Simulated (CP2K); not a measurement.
Consider 2-methylpyrrole at its PBE geometry (Å).

```xyz
13

C     1.6513   -0.4813    0.8958
C     0.4053   -0.1375    0.1473
C     0.0403   -0.3631   -1.1715
C    -1.2696    0.1697   -1.3661
C    -1.6785    0.7104   -0.1618
N    -0.6545    0.5164    0.7466
H     2.1637    0.4121    1.2861
H     2.3520   -0.9987    0.2299
H     1.4533   -1.1481    1.7498
H     0.6559   -0.8640   -1.9116
H    -1.8474    0.1610   -2.2842
H    -2.5959    1.2109    0.1248
H    -0.6760    0.8120    1.7148
```

Method: CP2K XAS_TDP, all-electron GAPW, PBEh(45%), aug-cc-pVDZ, TDA, GW2X-corrected core level, no relativity.

Predict the bright core excitations at the C K edge.

Leading lines: C1 290.61 eV, C2 288.21 eV, C3 288.09 eV, C4 288.01 eV and C5 288.32 eV. The leading line of an atom is its first one with 35 % of the strongest within 2.5 eV of its lowest line over the strength cut. Core ionisation energies at this level: C3 291.01, C4 291.12, C5 291.96, C1 292.30 and C2 291.93 eV.

The first six lines of each atom with a strength over 0.0015:

```
                     atom  energy (eV)  states  strength, one atom  above the computed threshold
 C1 (bonded to C and 3 H)       290.17       1              0.0048                              
                                290.61       1              0.0136                              
                                290.99       1              0.0179                              
                                291.33       1              0.0036                              
                                291.65       1              0.0047                              
                                291.87       1              0.0028                              
 C2 (bonded to 2 C and N)       288.21       1              0.0532                              
                                290.91       1              0.0022                              
                                291.55       1              0.0032                              
                                291.65       1              0.0020                              
                                292.40       1              0.0038                           yes
                                292.61       1              0.0033                           yes
 C3 (bonded to 2 C and H)       288.09       1              0.0461                              
                                289.43       1              0.0055                              
                                289.88       1              0.0045                              
                                289.97       1              0.0046                              
                                290.62       1              0.0022                              
                                290.66       1              0.0020                              
 C4 (bonded to 2 C and H)       288.01       1              0.0479                              
                                289.56       1              0.0064                              
                                290.05       1              0.0026                              
                                290.12       1              0.0040                              
                                291.17       1              0.0028                           yes
                                291.53       1              0.0021                           yes
C5 (bonded to C, N and H)       288.32       1              0.0504                              
                                290.01       1              0.0094                              
                                290.83       1              0.0028                              
                                291.80       2              0.0048                              
                                292.00       1              0.0025                           yes
                                292.63       1              0.0030                           yes
```

Lines are vertical, at one geometry, with no vibrational structure. GW2X ionisation energies and lines can be off by 1 to 2 eV either way, and a good line position may hide errors that cancel. These values hold no scalar relativity, about 0.1 eV for C 1s. Rydberg lines, and the discretised continuum above threshold, depend on the basis and the box.

[Banner, clock and machine lines of the logs are left out without a mark of their own.]

[Logs are printed without paths, hosts, clocks, repeated set-up lines and the standing remarks that a program may print on its own settings, such as how far it seeks lower states.]

[Hosts, paths, dates, database ids (printed as entryN), source tags and the programs' standing remarks are cut or masked in the printed files.]
